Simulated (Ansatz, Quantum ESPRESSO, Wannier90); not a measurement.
# Ballistic channels from Wannier functions: straight Cu chain, spacing 2.14 Å, part 5 of 5

How many channels does the wire offer, and does a small Wannier basis get them right? The wire: straight Cu chain, spacing 2.14 Å.

Quantum ESPRESSO 7.5 and Wannier90 3.1.0; plane-wave DFT, PBE, GBRV ultrasoft pseudopotentials; cross-check by Ansatz 0.2.0 with PAW datasets.

So far. Step 2 (SCF with pw.x): The run needed 26 iterations to bring the estimated error under 1e-07 Ry. Step 6 (Localisation, bands and conductance): Bands and channels are those of the Wannier model: bands that were not projected, and all outside the frozen window, are missing or only approximate.

### 12. Wannier functions and transport, with dis_win_max − E_F = -1.0

Level of this step: maximally localised Wannier functions and ballistic conductance; plane-wave DFT, PBE, GBRV ultrasoft pseudopotentials (Wannier90).

One more run, with a changed input.

File wan_bad.win:

```
num_wann = 6
num_bands = 21
num_iter = 200
num_print_cycles = 20
conv_tol = 1e-8
conv_window = 5
guiding_centres = true
dis_num_iter = 1500
dis_conv_tol = 1e-8
dis_win_min = -14.3747
dis_win_max = -4.3747
dis_froz_max = -1.8747
search_shells = 120
fermi_energy = -3.3747

transport = true
transport_mode = bulk
one_dim_axis = z
dist_cutoff = 17.01
dist_cutoff_mode = one_dim
tran_win_min = -4.0
tran_win_max = 2.0
tran_energy_step = 0.02

bands_plot = true
bands_num_points = 96
begin kpoint_path
G 0.0 0.0 0.0 Z 0.0 0.0 0.5
end kpoint_path

begin projections
Cu:s;d
end projections

begin unit_cell_cart
ang
  8.0000000000 0.0000000000 0.0000000000
  0.0000000000 8.0000000000 0.0000000000
  0.0000000000 0.0000000000 2.1390000000
end unit_cell_cart

begin atoms_frac
  Cu 0.0000000000 0.0000000000 0.0000000000
end atoms_frac

mp_grid = 1 1 16
begin kpoints
  0.0 0.0 0.0000000000
  0.0 0.0 0.0625000000
  0.0 0.0 0.1250000000
  0.0 0.0 0.1875000000
  0.0 0.0 0.2500000000
  0.0 0.0 0.3125000000
  0.0 0.0 0.3750000000
  0.0 0.0 0.4375000000
  0.0 0.0 0.5000000000
  0.0 0.0 0.5625000000
  0.0 0.0 0.6250000000
  0.0 0.0 0.6875000000
  0.0 0.0 0.7500000000
  0.0 0.0 0.8125000000
  0.0 0.0 0.8750000000
  0.0 0.0 0.9375000000
end kpoints
```

The run is started by

```
OMP_NUM_THREADS=1 wannier90.x wan_bad > wan_bad.run.log
```

Numbers of over 12 decimals in the logs are rounded to 6 here.

Log:

```text
[banner, memory and clock lines left out]
+---------------------------------------------------+
             |                                                   |
             |                   WANNIER90                       |
             |                                                   |
             +---------------------------------------------------+
             |                                                   |
             |        Welcome to the Maximally-Localized         |
             |        Generalized Wannier Functions code         |
[...]
|  Wannier90 Developer Group:                       |
             |    Giovanni Pizzi    (EPFL)                       |
             |    Valerio Vitale    (Cambridge)                  |
             |    David Vanderbilt  (Rutgers University)         |
             |    Nicola Marzari    (EPFL)                       |
             |    Ivo Souza         (Universidad del Pais Vasco) |
             |    Arash A. Mostofi  (Imperial College London)    |
             |    Jonathan R. Yates (University of Oxford)       |
[...]
|  For the full list of Wannier90 3.x authors,      |
             |  please check the code documentation and the      |
             |  README on the GitHub page of the code            |
[...]
|  [ref] "Wannier90 as a community code:            |
             |        new features and applications",            |
             |        165902 (2020).                             |
[...]
|  in any publications arising from the use of      |
[...]
|  [ref] "Maximally Localized Generalised Wannier   |
             |         Functions for Composite Energy Bands"     |
             |         N. Marzari and D. Vanderbilt              |
             |         Phys. Rev. B 56 12847 (1997)              |
[...]
|  [ref] "Maximally Localized Wannier Functions     |
             |         for Entangled Energy Bands"               |
             |         I. Souza, N. Marzari and D. Vanderbilt    |
             |         Phys. Rev. B 65 035109 (2001)             |
[...]
| Copyright (c) 1996-2020                           |
             |        The Wannier90 Developer Group and          |
             |        individual contributors                    |
[...]
|      Release: 3.1.0        5th March    2020      |
[...]
| This program is free software; you can            |
             | redistribute it and/or modify it under the terms  |
             | of the GNU General Public License as published by |
             | the Free Software Foundation; either version 2 of |
[...]
|                        Shell   # Nearest-Neighbours                        |
 |                        -----   --------------------                        |
 |                          1               2                                 |
 |                          5               4                                 |
[...]
| Completeness relation is fully satisfied [Eq. (B1), PRB 56, 12847 (1997)]  |
[...]
|                  b_k Vectors (Ang^-1) and Weights (Ang^2)                  |
 |                  ----------------------------------------                  |
 |            No.         b_k(x)      b_k(y)      b_k(z)        w_b           |
 |            ---        --------------------------------     --------        |
 |             1         0.000000    0.000000    0.183590    14.834462        |
 |             2         0.000000    0.000000   -0.183590    14.834462        |
 |             3         0.785398    0.000000    0.000000     0.810569        |
 |             4         0.000000    0.785398    0.000000     0.810569        |
 |             5         0.000000   -0.785398    0.000000     0.810569        |
 |             6        -0.785398    0.000000    0.000000     0.810569        |
[...]
|                           b_k Directions (Ang^-1)                          |
 |                           -----------------------                          |
 |            No.           x           y           z                         |
 |            ---        --------------------------------                     |
 |             1         0.000000    0.000000    0.183590                     |
 |             2         0.785398    0.000000    0.000000                     |
 |             3         0.000000    0.785398    0.000000                     |
[...]
Time to get kmesh              0.031 (sec)
 *============================================================================*
 |                              MEMORY ESTIMATE                               |
 |         Maximum RAM allocated during each phase of the calculation         |
 *============================================================================*
 |                        Disentanglement            0.96 Mb                  |
 |                            Wannierise:            0.21 Mb                  |
 |                          plot_wannier:            0.21 Mb                  |
 *----------------------------------------------------------------------------*

 Starting a new Wannier90 calculation ...

 Reading overlaps from wan_bad.mmn

 Reading projections from wan_bad.amn

 Time to read overlaps          0.046 (sec)

 *------------------------------- DISENTANGLE --------------------------------*
 +----------------------------------------------------------------------------+
 |                              Energy  Windows                               |
 |                              ---------------                               |
 |                   Outer:  -14.37470  to   -4.37470  (eV)                   |
 |                   Inner:  -14.37470  to   -1.87470  (eV)                   |
 +----------------------------------------------------------------------------+
 Error at k-point    1 ndimwin  4 num_wann  6
 Exiting.......
 dis_windows: Energy window contains fewer states than number of target WFs
[the rest left out]
[key lines of the parts left out:]
|  Fermi energy (eV)                         :            -3.375             |
```

It took 0.55 s on 1 MPI rank of Arm Neoverse N1, shared host; peak memory 0.09 GiB.

The program refused the input before any cycle.

The fault put into the input: an outer window with too few states (dis_win_max − E_F = -1.0).

The outer window must hold at least num_wann states at every k: widen it, with enough bands computed to fill it.

### 13. Cross-check with Ansatz

A second code with its own PAW datasets, on the same atoms.

Level of this step: plane-wave DFT, PBE, Ansatz PAW (Ansatz 0.2.0).

System of this step: straight Cu chain, spacing 2.14 Å, 2 periods. The cell holds 2 atoms: 2 Cu. Cell: a = 8.000 Å, b = 8.000 Å, c = 4.278 Å, α = 90.0°, β = 90.0°, γ = 90.0°. Vacuum lies along a and b. The structure's axis is c.

File input.yaml:

```yaml
crystal:
  lattice:
    - [8.0, 0.0, 0.0]
    - [0.0, 8.0, 0.0]
    - [0.0, 0.0, 4.278]
  atoms:
    - { symbol: Cu, position: [0.0, 0.0, 0.0] }
    - { symbol: Cu, position: [0.0, 0.0, 0.5] }
kpoints:
  mp_grid: { grid: [1, 1, 16] }
hamiltonian:
  xc: pbe
scf:
  occupations: { method: fermi_dirac, width: 0.05 }
  convergence: { dr2_threshold: 1.0e-08 }
output:
  transmission:
    leads: [[0, 0]]
    e_range: [-4.0, 2.0]
    de: 0.05
    kmesh: [1, 1]
    reduced_basis: true
```

The run is started by

```
ansatz run input.yaml --threads 2 --pin off --max-ram 4096MiB --backend cpu --events-out ev --progress --plain --runs-dir out
```

Log:

```text
Engine: ansatz 0.2.0, aarch64-unknown-linux-gnu
Pseudopotentials: kind: paw
Pseudopotential: Cu, paw, valence charge 19, recommended cutoff 420 eV (normal), Cu.paw.azcp
Functional definition: PBE
  parameter kappa = 0.804
  parameter beta = 0.066725
  exchange = pbe_x(kappa = kappa, mu = beta*pi^2/3)
  correlation = pbe_c(beta = beta)
Crystal: 2 atoms, lattice volume = 273.792 Å³
Basis set: ecut = 420 eV, 5367 PW (Γ)
Bands: 23, of which v1, the nominal top of the filled ones, is band 19 counted from 1 (18 counted from 0)
Symmetry: 32 space group operations
Space group: P4/mmm (ITA 123), of the structure as read, at distance tolerance 6.5e-5 Å
k-points: 9 of 16
Non-local potential: Cu, projectors of the file, l = 0: 3, l = 1: 2, l = 2: 3, l = 3: 1
PAW form: soft (Blöchl's): semilocal exchange-correlation on the pseudo side does not see the compensation charge
PAW one-centre angular grid: Cu, 590 points (default); XC on 64 Gauss nodes
Initial density: superposition of atomic densities (neutral atoms: chi_scale 0, normalization atom), corrected by the library's trained network
Initial wavefunctions: pseudopotential atomic-orbital guess
Functional: x = pbe(κ = 0.804, μ = 0.219515), c = pbe(β = 0.066725)
SCF iter   1: F=—  HF=-13246.166629 eV  |F-HF|=—  |Δ(HF+E_count)|=         —  Δρ=3.93e-3  dr2=2.91e-2  ethr=1.77e-3  ⟨swp⟩=5.9  Hψ=984  notcnv=0
preconditioner: auto → LDOS  [insulator: Δε(μ)=0.278 eV  Ē_g=5.187 eV  σ=0.050 eV  W_gap=0.79  n_scr=38 (ndim 8)  ℏωp=10.5 eV  f_vac=0.770  D(μ)=2.36/eV (n_scr^D=8)  ε∞_Penn≈5.1  β→1.0]
SCF iter   2: F=—  HF=-13246.210570 eV  |F-HF|=—  |Δ(HF+E_count)|=   4.39e-2  Δρ=1.46e-2  dr2=3.54e-1  ethr=7.67e-5  ⟨swp⟩=3.0  Hψ=580  notcnv=0
SCF iter   3: F=—  HF=-13246.173275 eV  |F-HF|=—  |Δ(HF+E_count)|=   3.73e-2  Δρ=2.18e-3  dr2=7.71e-3  ethr=7.67e-5  ⟨swp⟩=2.0  Hψ=408  notcnv=0
SCF iter   4: F=—  HF=-13246.171964 eV  |F-HF|=—  |Δ(HF+E_count)|=   1.31e-3  Δρ=6.32e-4  dr2=7.25e-4  ethr=2.03e-5  ⟨swp⟩=2.0  Hψ=389  notcnv=0
SCF iter   5: F=—  HF=-13246.171921 eV  |F-HF|=—  |Δ(HF+E_count)|=   4.33e-5  Δρ=4.43e-4  dr2=3.49e-4  ethr=1.91e-6  ⟨swp⟩=1.0  Hψ=207  notcnv=0
SCF iter   6: F=—  HF=-13246.171866 eV  |F-HF|=—  |Δ(HF+E_count)|=   5.42e-5  Δρ=8.26e-5  dr2=1.20e-5  ethr=9.18e-7  ⟨swp⟩=2.6  Hψ=271  notcnv=0
SCF iter   7: F=—  HF=-13246.171869 eV  |F-HF|=—  |Δ(HF+E_count)|=   2.66e-6  Δρ=6.97e-6  dr2=8.77e-8  ethr=3.16e-8  ⟨swp⟩=2.0  Hψ=291  notcnv=0
SCF iter   8: F=—  HF=-13246.171889 eV  |F-HF|=—  |Δ(HF+E_count)|=   2.04e-5  Δρ=2.95e-7  dr2=1.19e-10  ethr=2.63e-11  ⟨swp⟩=2.1  Hψ=585  notcnv=0
SCF iter   9: F=-13246.171889 eV  HF=-13246.171889 eV  |F-HF|=3.46e-11  |Δ(HF+E_count)|=  1.55e-10  Δρ=1.78e-7  dr2=5.96e-11  ethr=1.00e-12  ⟨swp⟩=1.1  Hψ=534  notcnv=0
SCF 1 converged in 9 iterations: F = -13246.171889 eV  dr2 = 5.96e-11
  greatest PAW one-centre occupation: 1.000 electrons in one spin orbital (limit 2), on the Cu atom at site 1 (counted from 0), in its partial waves of l = 0
transmission: 6 of 36 steps passed
transmission: 12 of 36 steps passed
[...]
transmission: 36 of 36 steps passed
SCF converged after 9 iterations
Free energy (F): -13246.171889 eV
Harris-Foulkes:  -13246.171889 eV  (|F-HF|=3.46e-11)
Internal energy: -13246.146228 eV  (E = F + TS)
E sigma→0 (E₀):  -13246.159059 eV
Entropy (-TS):   -0.025662 eV (-12.831 meV/atom)
Fermi energy:    -3.307062 eV
--- Per-component energies (eV) ---
  E_band       = -1416.842140
  E_kinetic    = 601.936494
  E_local      = -19559.503993  (includes V_loc(G=0)·N_el)
  E_nonlocal   = 799.836259
  E_hartree    = 8950.523760
  E_xc         = -173.179009
  E_vxc        = -222.796527  (∫ρ·V_xc dr)
  E_paw        = -3343.933834  (= ΣΔE_a)
  E_vpaw       = -937.363706  (= ΣTr[D̂ρ^β])
  E_aug_tail   = 0.000553  (compensation charges beyond the density's cutoff)
  E_ewald      = -521.826458
  E_smearing   = -0.025662  (= −TS)
  E_closure    = 0.000000  (closes the sum)
  Σ components = -13246.171889   (vs F -13246.171889, Δ=0.00e0)
--- Band table (eV; the first three rows and the last of 9) ---
  k-point 0: bands = [... 15 lower, -3.9442, -3.4395, -3.3709, -3.3709, -0.5204, -0.5204, 1.2556, 1.2987]
  k-point 1: bands = [... 15 lower, -3.9493, -3.4622, -3.4092, -3.4092, -0.4671, -0.4671, 0.9711, 1.3297]
  k-point 2: bands = [... 15 lower, -3.9646, -3.5304, -3.5169, -3.5169, -0.3134, -0.3134, 0.3150, 1.4226]
  k-point 8: bands = [... 15 lower, -4.2134, -4.2129, -4.2129, -3.5886, -3.5886, 2.0570, 2.0570, 2.0570]
--- Transmission ---
  basis      : 561 plane waves across, 6 finite elements along
  points     : 1, standing for a mesh of 1 x 1
  energies   : 121 from -4.000000 to 2.000000 eV about the Fermi level, 0.050000 eV apart; the leads are filled to 0.000000 eV, and channels, transmission and decay are at 0.000000 eV
  crystal 0  : Cu2, at the sites [0, 0], period 4.2780 Å: whole cells are its period
    offset         : up to 0.0000 Å between an atom of the period and one for which it stands
    channels       : 1.000000e0 a spin
    conductance    : none, the energies end too early or step too widely for 300 K: set another output.transmission.e_range or a lower de, or, where they end at an eighth of basis.ecutwfc, a higher one
```

The job ended after 49 s (2 threads; peak memory 0.53 GiB; 96 s of CPU time).

This step gave:

```
free energy                                : -13246.1719 eV
energy at zero smearing                    : -13246.1591 eV
smearing term TS                           : 0.02566 eV
Fermi energy                               : -3.307 eV
symmetry operations                        : 32
lead channels at the Fermi level, one spin : 1
```

Per spin. Table of open channels by energy, zero at the Fermi level:

```tsv
energy (eV)	open channels
-4.000	1
-3.800	1
-3.600	1
-3.400	1
-3.200	1
-3.000	1
-2.800	1
-2.600	1
-2.400	1
-2.200	3
-2.000	3
-1.800	3
-1.600	3
-1.400	4
-1.200	4
-1.000	6
-0.800	6
-0.600	4
-0.400	4
-0.200	4
0.000	1
0.200	1
0.400	1
0.600	1
0.800	1
1.000	1
1.200	1
1.400	1
1.600	1
1.800	1
2.000	1
```

### 14. By hand

1 channel × 77.48 µS = 77 µS, a two-terminal resistance of 12.906/1 = 12.91 kΩ whatever the wire's length, as long as nothing scatters.

### 15. Summary of results

- open channels at the Fermi level, per spin: 1
- total spread: 4.20 Å²
- gauge-invariant spread: 3.97 Å²
- largest band misfit in the frozen window: 0.0134 eV
- channels at the Fermi level by Ansatz: 1

**Reading.** The wire offers 1 channel per spin at the Fermi level. Between -4 and 1.5 eV the channel count from Wannier functions equals that from Ansatz's layer matching at 96 % of the energies; outside the frozen window the Wannier bands are not held to the plane-wave ones. A band edge of the lead lies within 0.06 eV of the Fermi level, so the channel count there hangs on small shifts and on temperature. Each plane-wave level in the frozen window has a Wannier level within 0.02 eV; this test doesn't see extra bands that a model may add. The wire is perfect, so the conductance only counts bands: each channel, with its partner of the other spin, carries G₀ = 2e²/h. It was run without spin polarisation, which was not tested.

[Logs are printed without paths, hosts, clocks, repeated set-up lines and the standing remarks that a program may print on its own settings, such as how far it seeks lower states.]

[Hosts, paths, dates, database ids (printed as entryN), source tags and the programs' standing remarks are cut or masked in the printed files.]

[Maps of the electrostatic potential energy from Ansatz leave out the sawtooth potential of an applied field or a dipole correction, so their vacuum need not be flat; planar profiles and work functions include it.]
